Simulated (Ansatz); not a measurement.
# Ag2Bi (built on the YAu2 structure): following an unstable mode, part 2 of 3

Which phase does Ag2Bi (built on the YAu2 structure) fall into along its unstable mode, and how much energy does it gain?

Ansatz 0.2.0; DFT PBEsol, scalar-relativistic, plane waves, PAW.

So far, highest frequency on path, mesh or solved points (cm⁻¹): step 2 (the dispersion) 134. Also lowest frequency on the path (cm⁻¹): step 2 -32.9.

The structure was built from a prototype and need not be the compound's stable phase.

## (4) The mode frozen in, largest atomic shift 0.32 Å

The atoms are moved along the unstable eigenvector, the largest shift by 0.32 Å, with the cell fixed.

Contents of input.yaml:

```yaml
crystal:
  lattice:
    - [3.5043506677, 3.5043506677, 0.0]
    - [-3.5043506677, 3.5043506677, 0.0]
    - [-1.7521753339, 1.7521753339, 5.1442189493]
  atoms:
    - { symbol: Bi, position: [0.5, 0.5254741947, 0.0] }
    - { symbol: Bi, position: [0.0, -0.0254741947, 0.0] }
    - { symbol: Ag, position: [0.5, 0.8805101733, 0.368118653] }
    - { symbol: Ag, position: [0.0, 0.2513711736, 0.368118653] }
    - { symbol: Ag, position: [0.5, 0.2486288264, 0.631881347] }
    - { symbol: Ag, position: [0.0, 0.6194898267, 0.631881347] }
kpoints:
  mp_grid: { grid: [8, 8, 8] }
hamiltonian:
  xc: pbesol
scf:
  occupations: { method: methfessel_paxton, width: 0.2 }
output:
  forces: true
  stress: true
  eigenvalues: true
```

Command:

```
ansatz run input.yaml --threads 8 --pin off --max-ram 14336MiB --backend cpu --events-out ev --progress --plain --runs-dir out
```

Log:

```text
[...]
Crystal: 6 atoms, lattice volume = 126.347 Å³
Basis set: ecut = 420 eV, 2461 PW (Γ), exchange–correlation on 72×72×80 points (8 copies of the dense FFT grid, shifted against one another)
Bands: 64, of which v1, the nominal top of the filled ones, is band 53 counted from 1 (52 counted from 0)
Symmetry: 8 space group operations
[...]
k-points: 105 of 512
[...]
k-point 0: bands = [... 49 lower, 12.3287, 12.7251, 14.1391, 16.0417, 16.0839, 16.1982, 17.9728, 17.9775, ... 7 higher]
  k-point 1: bands = [... 49 lower, 12.1916, 13.3211, 14.1954, 15.9136, 16.2005, 16.6560, 17.8028, 17.8377, ... 7 higher]
  k-point 2: bands = [... 49 lower, 12.8392, 13.0085, 15.3639, 15.7503, 16.2722, 17.4683, 17.4779, 17.5405, ... 7 higher]
  k-point 104: bands = [... 49 lower, 11.9392, 12.3540, 12.3540, 15.7727, 15.7727, 16.8511, 16.8511, 19.0946, ... 7 higher]
[key lines of the parts left out:]
SCF converged after 7 iterations
Free energy (F): -54572.493107 eV
Fermi energy:    15.221699 eV
P = ⅓ Tr σ = 0.2589 GPa (2.589 kbar)
```

It took 5.1 s on 8 threads of Arm Neoverse V2, shared host; peak memory 1 GiB; 38 s of CPU time.

This step gave:

```yaml
pressure: 0.2589 GPa
energy_from_the_undistorted_cell: -8.878 meV/atom
```

The energy, extrapolated to zero smearing, is -8.88 meV/atom against the undistorted cell.

The run ends at a pressure of 0.26 GPa, with forces up to 0.14 eV/Å.

## (5) Energy along the mode, all amplitudes (two of the runs are shown above)

An imaginary frequency means negative curvature, so the energy should fall and then rise again as anharmonic terms take over.

Numbers from this step:

* depth at the lowest point sampled: 8.878 meV/atom
* largest atomic shift at that point: 0.32 Å

Table of energy from the parent by largest atomic shift:

```
largest atomic shift (Å)  energy from the parent (meV/atom)
                   0.000                                  0
                   0.040                             -0.282
                   0.080                              -1.10
                   0.140                              -3.09
                   0.220                              -6.33
                   0.320                              -8.88
                   0.450                              -2.24
                   0.600                               31.0
```

Displacement at unit largest shift by atom:

```
atom   x (Å)   y (Å)  z (Å)   size
 Bi1  -0.279   0.279  0.000  0.395
 Bi2   0.279  -0.279  0.000  0.395
 Ag3  -0.707   0.707  0.000  1.000
 Ag4   0.707  -0.707  0.000  1.000
 Ag5  -0.707   0.707  0.000  1.000
 Ag6   0.707  -0.707  0.000  1.000
```

The lowest step is at 0.32 Å, 8.88 meV/atom below the parent, and the energy rises beyond it.

## (6) Relaxing from the distorted cell

Starting from the lowest point found, all atoms and the cell are let go, so that strain and other modes of the same symmetry can join in.

input.yaml, as its differences from that of step 4:

```diff
@@ -22 +22,6 @@
   eigenvalues: true
+relax:
+  adjacent_minimum: "off"
+  f_tol: 0.002
+  max_steps: 120
+  cell: { stress_tol: 0.03 }
```

Log:

```text
[...]
Crystal: 6 atoms, lattice volume = 126.347 Å³
Basis set: ecut = 420 eV, 2461 PW (Γ), exchange–correlation on 72×72×80 points (8 copies of the dense FFT grid, shifted against one another)
Bands: 64, of which v1, the nominal top of the filled ones, is band 53 counted from 1 (52 counted from 0)
Symmetry: 8 space group operations
[...]
k-points: 105 of 512
[...]
SCF iter   1: F=—  HF=-54572.510688 eV  |F-HF|=—  |Δ(HF+E_count)|=         —  Δρ=7.35e-3  dr2=6.74e-2  ethr=1.77e-3  ⟨swp⟩=6.4  Hψ=24945  notcnv=0  defer=21
[...]
SCF iter   7: F=-54572.493107 eV  HF=-54572.493107 eV  |F-HF|=1.34e-8  |Δ(HF+E_count)|=   2.48e-8  S|Δr|=    0.00e0  Δρ=3.36e-6  dr2=2.14e-8  ethr=9.43e-11  ⟨swp⟩=9.1  Hψ=29007  notcnv=0
SCF 1 converged in 7 iterations: F = -54572.493107 eV  dr2 = 2.14e-8
[...]
relax step   1: F+E_penalty+E_count = -54572.49310737 eV  Δ(F+E_penalty+E_count) = +0.000e0 eV  max|allowed force component| = 1.437e-1 eV/Å  Δτ_max = 0.0000 Å  P = +0.259 GPa  Ω = 126.347 Å³  (7 SCF iters, dr2 threshold 1.00e-7 eV, accepted)
Crystal: 6 atoms, lattice volume = 127.244 Å³
Basis set: ecut = 420 eV, 2489 PW (Γ), exchange–correlation on 72×72×80 points (8 copies of the dense FFT grid, shifted against one another)
[...]
iter 1 solved again at ethr=6.38e-6 eV; its pass at ethr=3.10e-3 eV (dr2=6.77e-3 eV) is discarded
[...]
SCF iter   6: F=-54572.532082 eV  HF=-54572.532082 eV  |F-HF|=9.52e-8  |Δ(HF+E_count)|=   9.81e-7  S|Δr|=    0.00e0  Δρ=8.75e-6  dr2=1.82e-7  ethr=5.66e-10  ⟨swp⟩=4.3  Hψ=26533  notcnv=0
SCF 2 converged in 6 iterations: F = -54572.532082 eV  dr2 = 1.82e-7
relax step   2: F+E_penalty+E_count = -54572.53208206 eV  Δ(F+E_penalty+E_count) = -3.897e-2 eV  max|allowed force component| = 8.184e-2 eV/Å  Δτ_max = 0.0400 Å  P = -0.211 GPa  Ω = 127.244 Å³  energy of the carried Pulay correction = -2.166e-4 eV  (6 SCF iters, dr2 threshold 6.00e-7 eV, accepted)
Crystal: 6 atoms, lattice volume = 126.945 Å³
Basis set: ecut = 420 eV, 2507 PW (Γ), exchange–correlation on 72×72×80 points (8 copies of the dense FFT grid, shifted against one another)
[...]
SCF iter   7: F=-54572.565351 eV  HF=-54572.565351 eV  |F-HF|=8.21e-9  |Δ(HF+E_count)|=   1.30e-7  S|Δr|=    0.00e0  Δρ=4.25e-6  dr2=2.67e-8  ethr=5.66e-10  ⟨swp⟩=5.4  Hψ=24288  notcnv=0
SCF 3 converged in 7 iterations: F = -54572.565351 eV  dr2 = 2.67e-8
relax step   3: F+E_penalty+E_count = -54572.56535147 eV  Δ(F+E_penalty+E_count) = -3.327e-2 eV  max|allowed force component| = 1.109e-1 eV/Å  Δτ_max = 0.0777 Å  P = +0.432 GPa  Ω = 126.945 Å³  energy of the carried Pulay correction = -1.446e-4 eV  (7 SCF iters, dr2 threshold 6.00e-7 eV, accepted)
[... from here on, the SCF cycles and remarks between the steps are left out ...]
relax step   4: F+E_penalty+E_count = -54572.55989003 eV  Δ(F+E_penalty+E_count) = +5.461e-3 eV  max|allowed force component| = 5.333e-2 eV/Å  Δτ_max = 0.0763 Å  P = -1.925 GPa  Ω = 131.524 Å³  energy of the carried Pulay correction = -1.230e-3 eV  (6 SCF iters, dr2 threshold 6.00e-7 eV, rejected (line search))
relax step   5: F+E_penalty+E_count = -54572.58146027 eV  Δ(F+E_penalty+E_count) = -1.611e-2 eV  max|allowed force component| = 3.305e-3 eV/Å  Δτ_max = 0.0573 Å  P = +0.122 GPa  Ω = 127.931 Å³  energy of the carried Pulay correction = -3.815e-4 eV  (10 SCF iters, accepted)
relax step   6: F+E_penalty+E_count = -54572.58238554 eV  Δ(F+E_penalty+E_count) = -9.253e-4 eV  max|allowed force component| = 3.340e-3 eV/Å  Δτ_max = 0.0111 Å  P = -0.008 GPa  Ω = 128.166 Å³  energy of the carried Pulay correction = -4.379e-4 eV  (5 SCF iters, dr2 threshold 1.97e-7 eV, accepted)
relax step   7: F+E_penalty+E_count = -54572.58256483 eV  Δ(F+E_penalty+E_count) = -1.793e-4 eV  max|allowed force component| = 1.361e-3 eV/Å  Δτ_max = 0.0032 Å  P = -0.003 GPa  Ω = 128.200 Å³  energy of the carried Pulay correction = -4.459e-4 eV  (5 SCF iters, dr2 threshold 2.42e-8 eV, accepted)
relax step   8: F+E_penalty+E_count = -54572.58256760 eV  Δ(F+E_penalty+E_count) = -2.775e-6 eV  max|allowed force component| = 1.802e-3 eV/Å  Δτ_max = 0.0031 Å  P = +0.019 GPa  Ω = 128.195 Å³  energy of the carried Pulay correction = -4.447e-4 eV  (8 SCF iters, accepted)
relax step   9: F+E_penalty+E_count = -54572.58275821 eV  Δ(F+E_penalty+E_count) = -1.906e-4 eV  max|allowed force component| = 1.777e-3 eV/Å  Δτ_max = 0.0000 Å  P = +0.021 GPa  Ω = 128.195 Å³  stress off target by 3.42e-2 GPa  SCF on the basis re-selected at this cell (its energy is not comparable with the rows above)  (6 SCF iters)
relax step  10: F+E_penalty+E_count = -54572.58276036 eV  Δ(F+E_penalty+E_count) = -2.154e-6 eV  max|allowed force component| = 1.594e-4 eV/Å  Δτ_max = 0.0007 Å  P = -0.001 GPa  Ω = 128.221 Å³  energy of the carried Pulay correction = -6.204e-6 eV  (5 SCF iters, dr2 threshold 2.93e-9 eV, accepted)
[...]
SCF iter   1: F=—  HF=-54572.582786 eV  |F-HF|=—  |Δ(HF+E_count)|=         —  Δρ=8.64e-7  dr2=9.48e-10  ethr=6.14e-8  ⟨swp⟩=4.2  Hψ=43405  notcnv=0
eigensolver tolerance schedule: the retry pair's looser diagonalisation over-reported the residual by 68663.33 of it (diagonalisation noise at an unbounded share of the residual, at the tolerance the schedule requests for it); recorded, not acted on — ethr = c·dr2/N_el stays at c = 1.0e-1
SCF iter   2: F=—  HF=-54572.582765 eV  |F-HF|=—  |Δ(HF+E_count)|=   2.10e-5  S|Δr|=    0.00e0  Δρ=4.94e-7  dr2=4.24e-10  ethr=1.00e-12  ⟨swp⟩=4.0  Hψ=19982  notcnv=0
[...]
SCF iter   4: F=-54572.582765 eV  HF=-54572.582765 eV  |F-HF|=1.46e-11  |Δ(HF+E_count)|=  5.82e-11  S|Δr|=    0.00e0  Δρ=1.38e-7  dr2=1.92e-11  ethr=1.00e-12  ⟨swp⟩=6.7  Hψ=35007  notcnv=0
SCF 11 converged in 4 iterations: F = -54572.582765 eV  dr2 = 1.92e-11
relax step  11: F+E_penalty+E_count = -54572.58276549 eV  Δ(F+E_penalty+E_count) = -5.131e-6 eV  max|allowed force component| = 1.586e-4 eV/Å  Δτ_max = 0.0000 Å  P = -0.001 GPa  Ω = 128.221 Å³  stress off target by 1.56e-3 GPa  SCF on the basis re-selected at this cell (its energy is not comparable with the rows above)  (4 SCF iters)
[...]
SCF converged after 4 iterations
[...]
Free energy (F): -54572.582765 eV
[...]
Internal energy: -54572.581941 eV  (E = F + TS)
E sigma→0 (E₀):  -54572.582559 eV
Entropy (-TS):   -0.000824 eV (-0.137 meV/atom)
Fermi energy:    14.889947 eV
Step filling:    the computed levels leave a gap of 0.0047 eV = 0.0 smearing widths at the electron count; against every level under it full and every level over it empty, smearing changes F+E_penalty+E_count by -0.793 meV and its σ→0 estimate by -0.587 meV
[...]
--- Forces (eV/Å), atoms counted from 1 ---
  atom   1  Bi    -0.00009193     0.00009193    -0.00000000
  atom   2  Bi     0.00009193    -0.00009193     0.00000000
  atom   3  Ag     0.00015861    -0.00015861     0.00007684
  atom   4  Ag    -0.00015861     0.00015861     0.00007684
  atom   5  Ag     0.00015861    -0.00015861    -0.00007684
  atom   6  Ag    -0.00015861     0.00015861    -0.00007684
  max |Σ_I F_I| component: 1.52e-18 eV/Å
--- Stress (GPa, compression-positive) ---
       -0.000168      -0.001155       0.000000
       -0.001155      -0.000168      -0.000000
        0.000000      -0.000000      -0.001562
  P = ⅓ Tr σ = -0.0006 GPa (-0.006 kbar)
--- Band table (eV; the first three rows and the last of 105) ---
  k-point 0: bands = [... 49 lower, 12.0735, 12.4340, 13.4048, 14.8014, 15.5452, 16.3605, 17.5182, 17.7223, ... 7 higher]
  k-point 1: bands = [... 49 lower, 12.3041, 12.5814, 14.0059, 14.8753, 15.8872, 16.2924, 17.4257, 17.6441, ... 7 higher]
  k-point 2: bands = [... 49 lower, 12.4246, 12.8730, 15.0658, 15.3300, 16.1132, 16.7393, 17.2204, 17.4447, ... 7 higher]
  k-point 104: bands = [... 49 lower, 11.8023, 12.1732, 12.1732, 15.4019, 15.4019, 16.6104, 16.6104, 18.4019, ... 7 higher]
--- Relaxed structure (9 steps of the walk, 8 accepted, 2 SCFs on fresh bases) ---
  F+E_penalty+E_count = -54572.58276549 eV   max|allowed force component| = 1.586e-4 eV/Å   (the final SCF, on the basis selected at the relaxed cell)
  cell:  # Å, volume = 128.2212 Å³
    - [3.345785, 3.345785, 1.150899e-17]
    - [-3.738675, 3.738675, -3.633852e-11]
    - [-1.869338, 1.869338, 5.125239]
  atoms:
    - { symbol: Bi, position: [0.5, 0.528643, 6.732388e-19] }
    - { symbol: Bi, position: [0.0, -0.028643, 4.306234e-19] }
    - { symbol: Ag, position: [0.500000, 0.903008, 0.386807] }
    - { symbol: Ag, position: [0.0, 0.210185, 0.386807] }
    - { symbol: Ag, position: [0.5, 0.289815, 0.613193] }
    - { symbol: Ag, position: [0.0, 0.596992, 0.613193] }
```

It took 65 s on 8 threads; peak memory 1 GiB.

The steps of the relaxation:

```
step  energy less that of the first step (eV)  largest force component (eV/Å)  pressure (GPa)  volume (Å³)
   1                                   0.0000                          0.1437            0.26       126.35
   2                                  -0.0390                          0.0818           -0.21       127.24
   3                                  -0.0722                          0.1109            0.43       126.94
   4                                  -0.0668                          0.0533           -1.93       131.52
   5                                  -0.0884                          0.0033            0.12       127.93
   6                                  -0.0893                          0.0033           -0.01       128.17
   7                                  -0.0895                          0.0014            0.00       128.20
   8                                  -0.0895                          0.0018            0.02       128.19
  9*                                  -0.0897                          0.0018            0.02       128.19
  10                                  -0.0897                          0.0002            0.00       128.22
 11*                                  -0.0897                          0.0002            0.00       128.22
```

Relaxation steps marked * repeat the geometry before them on a plane-wave basis chosen anew for their cell, so energy and pressure can jump there. Relaxation step 4 was tried and not accepted.

The run keeps the 8 symmetry operations that the program found, so distortions that break them were not tested.

```
conventional cell, symmetrised  before   after  change
                         a (Å)  10.288  10.250  -0.4 %
                         b (Å)   4.956   5.287  +6.7 %
                         c (Å)   4.956   4.732  -4.5 %
              volume (Å³/atom)   21.06   21.37  +1.5 %
```

The atoms that moved most (Å, as changes of fractional coordinates times the final cell):

```
atom      dx      dy      dz  length
 Ag3  -0.119   0.119   0.096   0.194
 Ag4   0.119  -0.119   0.096   0.194
 Ag6   0.119  -0.119  -0.096   0.194
 Ag5  -0.119   0.119  -0.096   0.194
 Bi2   0.012  -0.012   0.000   0.017
 Bi1  -0.012   0.012   0.000   0.017
```

This step gave:

| Property | Result |
| --- | --- |
| pressure | -6.32e-4 GPa |
| volume per atom | 21.37 Å³ |

The distorted start has space group Cmcm; the relaxation ends in Cmcm.

## (7) The new phase in its own primitive cell

The relaxed structure is symmetrised, reduced to its primitive cell and relaxed tightly, as its phonons need.

input.yaml, the sections that differ from step 6:

```yaml
crystal:
  lattice:
    - [5.1252391964, -2.6436427636, 0.0]
    - [5.1252391964, 2.6436427636, 0.0]
    - [0.0, 0.0, 4.7316544247]
  atoms:
    - { symbol: Bi, position: [0.2213573377, 0.7786426623, 0.25] }
    - { symbol: Bi, position: [0.7786426623, 0.2213573377, 0.75] }
    - { symbol: Ag, position: [0.4601849985, 0.1530077915, 0.25] }
    - { symbol: Ag, position: [0.1530077915, 0.4601849985, 0.75] }
    - { symbol: Ag, position: [0.8469922085, 0.5398150015, 0.25] }
    - { symbol: Ag, position: [0.5398150015, 0.8469922085, 0.75] }
relax:
  adjacent_minimum: "off"
  f_tol: 0.001
  max_steps: 60
  cell: { stress_tol: 0.01 }
# kpoints, hamiltonian, scf, output: as in step 6
```

Log:

```text
[...]
Crystal: 6 atoms, lattice volume = 128.221 Å³
Basis set: ecut = 420 eV, 2515 PW (Γ), exchange–correlation on 80×80×64 points (8 copies of the dense FFT grid, shifted against one another)
Bands: 64, of which v1, the nominal top of the filled ones, is band 53 counted from 1 (52 counted from 0)
Symmetry: 8 space group operations
[...]
k-points: 105 of 512
[...]
- [5.1252391964, -2.6436427636, 0.0]
    - [5.1252391964, 2.6436427636, 0.0]
    - [0.0, 0.0, 4.7316544247]
  atoms:
    - { symbol: Bi, position: [0.221357, 0.7786426623, 0.25] }
    - { symbol: Bi, position: [0.7786426623, 0.221357, 0.75] }
    - { symbol: Ag, position: [0.460185, 0.153008, 0.25] }
    - { symbol: Ag, position: [0.153008, 0.460185, 0.75] }
    - { symbol: Ag, position: [0.8469922085, 0.5398150015, 0.25] }
    - { symbol: Ag, position: [0.5398150015, 0.8469922085, 0.75] }
[key lines of the parts left out:]
SCF converged after 6 iterations
Free energy (F): -54572.582765 eV
Fermi energy:    14.889947 eV
P = ⅓ Tr σ = -0.0006 GPa (-0.006 kbar)
```

The job ended after 12 s (8 threads; peak memory 1 GiB; 95 s of CPU time).

Little changed from the start: no atom moved by 0.005 Å and no cell edge by 0.1 %.

Numbers from this step:

```
pressure : -6.29e-4 GPa
```

The largest force component left is 0.22 meV/Å and the pressure is -0.001 GPa, within the tolerances set. The cell now holds 21.37 Å³/atom.

(Part 2 of 3 ends here.)

[Long decimals in the printed logs are rounded to 6 places.]

[Logs are printed without paths, hosts, clocks, repeated set-up lines and the standing remarks that a program may print on its own settings, such as how far it seeks lower states.]

[Hosts, paths, dates, database ids (printed as entryN), source tags and the programs' standing remarks are cut or masked in the printed files.]

[Where the starting crystal was built by hand or by swapping elements, it need not be the compound's stable phase.]
